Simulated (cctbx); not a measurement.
# Diagnosing a refinement

Cell a = 13.2230 Å, b = 4.1610 Å, c = 14.3550 Å, α = 90.00°, β = 102.35°, γ = 90.00°; space group P2_1/m (no. 11). The compound is Ce2Sb5.

The data are simulated with cctbx, not measured: Mo Kα, λ = 0.71073 Å, to d = 0.6 Å, 70 % of the full sphere, strongest reflection 40000 counts, noise from counting, a 4 % proportional error and a noise floor of 15 counts (s.d.); no absorption.

An anisotropic refinement with weights 1/σ² prints:

```text
Rint 0.049, 4030 unique reflections to 0.60 A
cycle     R1     wR2    GooF  max shift (A)
   1  0.2567  0.4778   7.620   0.01174
   2  0.2537  0.4645   7.408   0.00011
final R1 0.2537 wR2 0.4645 GooF 7.408  parameters 78  data/parameter 51.7
atom        x        y        z      Ueq    occ   su(xyz)  su(Uiso or U11)
Ce1    0.65868  0.75000  0.14779   0.0030  1.000  0.00027  0.0012
Ce2    0.95372  0.75000  0.63474   0.0040  1.000  0.00027  0.0013
Ce3    0.39146  0.75000  0.22779   0.0041  1.000  0.00030  0.0013
Ce4    0.67066  0.75000  0.42227   0.0042  1.000  0.00028  0.0013
Sb1    0.15635  0.75000  0.82806   0.0027  1.000  0.00031  0.0014
Sb2    0.42439  0.75000  0.44830   0.0034  1.000  0.00031  0.0015
Sb3    0.42706  0.75000  0.73535   0.0041  1.000  0.00035  0.0016
Sb4    0.14050  0.75000  0.22036   0.0024  1.000  0.00031  0.0015
Sb5    0.97069  0.75000  0.91015   0.0036  1.000  0.00034  0.0015
Sb6    0.71020  0.75000  0.64832   0.0037  1.000  0.00034  0.0015
Sb7    0.15096  0.75000  0.51894   0.0063  1.000  0.00037  0.0016
Sb8    0.41646  0.75000  0.02101   0.0058  1.000  0.00035  0.0017
Sb9    0.72669  0.75000  0.93459   0.0060  1.000  0.00037  0.0017
difference map: max 329.52 min -27.40 rms 5.45
Q1    0.1440  0.2500  0.6776    2  342.99  2.98 A from Sb1
Q2    0.3892  0.7500  0.2280    2   48.51  0.03 A from Ce3
Q3    0.0252  0.2500  0.0903    2   42.49  0.06 A from Sb5
Q4    0.1625  0.7500  0.8260    2   42.00  0.09 A from Sb1
Q5    0.1426  0.7500  0.2168    2   41.80  0.06 A from Sb4
Q6    0.3373  0.2500  0.5792    2   41.58  0.10 A from Ce4
```

**Question.** Can this result stand? If not, what is the likely fault?

Mend it. The fault: an atom left out, Sb at (0.8563, 3/4, 0.3224). Against the right model at the same level, R1 goes from 0.0280 to 0.2537 and GooF from 0.95 to 7.41, U of Sb3 shrinks from 0.0093 to 0.0041 Å² and the top difference peak, 343.0 e/Å³, lies 2.98 Å from Sb1. Q1 is the missing atom. With scattering power missing, scale and phases suffer, so peaks may also grow on the heavy atoms.

The compound is Ce2Sb5. The right model at the same level gives:

```text
Rint 0.049, 4030 unique reflections to 0.60 A
cycle     R1     wR2    GooF  max shift (A)
   1  0.0315  0.0670   1.069   0.00060
   2  0.0280  0.0596   0.952   0.00000
final R1 0.0280 wR2 0.0596 GooF 0.952  parameters 84  data/parameter 48.0
atom        x        y        z      Ueq    occ   su(xyz)  su(Uiso or U11)
Ce1    0.65935  0.75000  0.14790   0.0063  1.000  0.00003  0.0001
Ce2    0.95364  0.75000  0.63403   0.0078  1.000  0.00003  0.0002
Ce3    0.39132  0.75000  0.22779   0.0072  1.000  0.00003  0.0002
Ce4    0.67002  0.75000  0.42228   0.0070  1.000  0.00003  0.0001
Sb1    0.15660  0.75000  0.82836   0.0064  1.000  0.00004  0.0002
Sb2    0.42420  0.75000  0.44861   0.0063  1.000  0.00004  0.0002
Sb3    0.42718  0.75000  0.73548   0.0093  1.000  0.00004  0.0002
Sb4    0.85624  0.75000  0.32238   0.0075  1.000  0.00004  0.0002
Sb5    0.14091  0.75000  0.21990   0.0057  1.000  0.00004  0.0002
Sb6    0.97154  0.75000  0.91012   0.0068  1.000  0.00004  0.0002
Sb7    0.70982  0.75000  0.64881   0.0069  1.000  0.00004  0.0002
Sb8    0.15083  0.75000  0.51910   0.0082  1.000  0.00004  0.0002
Sb9    0.41681  0.75000  0.02092   0.0081  1.000  0.00004  0.0002
Sb10   0.72692  0.75000  0.93472   0.0095  1.000  0.00004  0.0002
difference map: max 3.90 min -4.66 rms 0.83
Q1    0.0241  0.2500  0.9195    2    4.14  2.19 A from Sb6
Q2    0.3595  0.2500  0.7240    2    4.07  1.91 A from Ce1
Q3    0.0271  0.2500  0.5069    2    3.70  2.09 A from Ce2
Q4    0.3565  0.2500  0.6173    2    3.65  0.60 A from Ce4
Q5    0.1085  0.2500  0.5417    2    3.60  1.91 A from Sb4
Q6    0.0739  0.2500  0.5719    2    3.59  1.60 A from Sb4
```

The model was made for the exercise: a known structure type with other elements put in, its volume estimated, not relaxed; displacement parameters are assumed.

[Middle refinement cycles are left out of these outputs.]

[Logs are printed without paths, hosts, clocks, repeated set-up lines and the standing remarks that a program may print on its own settings, such as how far it seeks lower states.]
